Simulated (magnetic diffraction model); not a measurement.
# Solving a magnetic structure from powder neutron data: LaMnPt

Space group Pnma (no. 62), a = 7.1400 Å, b = 4.4750 Å, c = 7.6980 Å.

| site | atom | x | y | z |
| --- | --- | --- | --- | --- |
| 4c | Pt | 0.2065 | 3/4 | 0.1144 |
| 4c | La | 0.4727 | 3/4 | 0.8238 |
| 4c | Mn | 0.3596 | 3/4 | 0.4391 |

This is a made-up structure (elements placed in a structure type, unrelaxed), so the numbers test the method and describe no known phase.

Only Mn is taken to order (form factors of Mn2+); orders and moment sizes are assumed, and not adapted to the symmetry. Radiation: neutrons of λ = 2.52 Å, 8° to 80°; isotropic B of 0.3 Å² (Pt), 0.39 Å² (La) and 0.46 Å² (Mn). Simulated constant-wavelength pattern: nuclear and magnetic terms add, the magnetic one as |2.695 fm × Σ f S⊥ exp(2πi Q·r) exp(−B s²)|², summed over all Q at one angle with the factor 1/(sin²θ cos θ). For collinear order S is the moment m, which repeats by lattice and centring translations R with the sign exp(−2πi k·R). Free-ion form factors, Sears's scattering lengths of 1992, no absorption; a label names one of the reflections at its angle. The strongest nuclear line in the range is 100, and lines under 0.2 are left out.

Above the ordering temperature:

| 2θ (°) | index | I |
| --- | --- | --- |
| 27.86 | (1 0 1) | 16.3 |
| 38.01 | (0 1 1) | 3.6 |
| 38.22 | (0 0 2) | 12.1 |
| 43.48 | (1 1 1) | 100.0 |
| 43.66 | (1 0 2) | 47.5 |
| 45.79 | (2 0 1) | 22.0 |
| 53.68 | (2 1 0) | 11.4 |
| 55.61 | (1 1 2) | 34.4 |
| 57.40 | (2 1 1) | 86.4 |
| 57.55 | (2 0 2) | 8.1 |
| 62.90 | (1 0 3) | 8.0 |
| 67.30 | (3 0 1) | 7.0 |
| 67.79 | (2 1 2) | 11.3 |
| 68.55 | (0 2 0) | 22.6 |
| 68.95 | (0 1 3) | 8.4 |
| 72.73 | (1 1 3) | 11.9 |
| 74.42 | (2 0 3) | 9.9 |
| 75.53 | (1 2 1) | 5.9 |
| 76.86 | (3 1 1) | 0.9 |
| 76.99 | (3 0 2) | 14.1 |

Below it (cell unchanged):

```
2θ (°)      I
 18.74   16.6
 27.79   19.8
 27.86   16.3
 32.88   16.8
 38.01    3.6
 38.22   12.1
 38.97    0.8
 43.48  100.0
 43.66   47.5
 45.75    1.9
 45.79   22.0
 50.96    1.4
 53.68   11.4
 53.80    5.3
 55.42    4.3
 55.61   34.4
 55.72    7.9
 57.40   86.4
 57.55    8.1
 58.49    3.1
 62.59    0.2
 62.90    8.0
 67.27    1.2
 67.30    7.0
 67.62    0.9
 67.79   11.3
 68.55   22.6
 68.95    8.4
 72.30    1.5
 72.73   11.9
 74.12    2.3
 74.42    9.9
 75.53    5.9
 75.75    2.9
 76.01    0.9
 76.86    0.9
```
(The table stops after 36 lines; 1 more lie at higher angle.)

**Question.** Find the propagation vector, then choose among these models:
A. collinear moments along [110], 2.94 μB on Mn; signs + at (0.3596, 3/4, 0.4391), − at (0.8596, 3/4, 0.0609), + at (0.6404, 1/4, 0.5609), − at (0.1404, 1/4, 0.9391)
B. collinear moments along [100], 2.94 μB on Mn; signs + at (0.3596, 3/4, 0.4391), − at (0.8596, 3/4, 0.0609), + at (0.6404, 1/4, 0.5609), − at (0.1404, 1/4, 0.9391)
C. collinear moments along [100], 2.94 μB on Mn; signs + at (0.3596, 3/4, 0.4391), + at (0.8596, 3/4, 0.0609), + at (0.6404, 1/4, 0.5609), + at (0.1404, 1/4, 0.9391)
D. collinear moments along [110], 2.94 μB on Mn; signs + at (0.3596, 3/4, 0.4391), + at (0.8596, 3/4, 0.0609), + at (0.6404, 1/4, 0.5609), + at (0.1404, 1/4, 0.9391)

The new lines index as (0 1/2 -1/2) at 18.74°, (1 1/2 1/2) at 27.79°, (0 1/2 3/2) at 32.88° and (1 1/2 3/2) at 38.97°, that is as H ± k with k = (0 1/2 1/2). Half indices mean that the moments reverse under translations with k·R a half-integer, and the magnetic cell has twice the primitive volume.

Magnetic intensity, observed (below minus above) and for each model:

| 2θ (°) | index | observed | A | B | C | D |
| --- | --- | --- | --- | --- | --- | --- |
| 18.74 | (0 1/2 1/2) | 16.6 | 16.6 | 21.0 | 46.0 | 36.3 |
| 27.79 | (1 1/2 1/2) | 19.8 | 19.8 | 17.7 | 8.1 | 9.0 |
| 32.88 | (0 1/2 -3/2) | 16.8 | 16.8 | 18.0 | 0.8 | 0.8 |
| 38.97 | (1 1/2 3/2) | 0.8 | 0.8 | 0.8 | 17.1 | 17.8 |
| 51.28 | (0 1/2 5/2) | <0.2 | <0.2 | <0.2 | 5.8 | 5.6 |
| 53.80 | (2 1/2 3/2) | 5.3 | 5.3 | 3.9 | <0.2 | 0.2 |
| 55.72 | (1 1/2 5/2) | 7.9 | 7.9 | 7.8 | 0.2 | 0.2 |
| 62.59 | (1 3/2 3/2) | 0.2 | 0.2 | 0.3 | 5.6 | 4.6 |

Model A matches.

The structure used: k = (0 1/2 1/2), collinear moments along [110], 2.94 μB on Mn; signs + at (0.3596, 3/4, 0.4391), − at (0.8596, 3/4, 0.0609), + at (0.6404, 1/4, 0.5609), − at (0.1404, 1/4, 0.9391).

[Logs are printed without paths, hosts, clocks, repeated set-up lines and the standing remarks that a program may print on its own settings, such as how far it seeks lower states.]
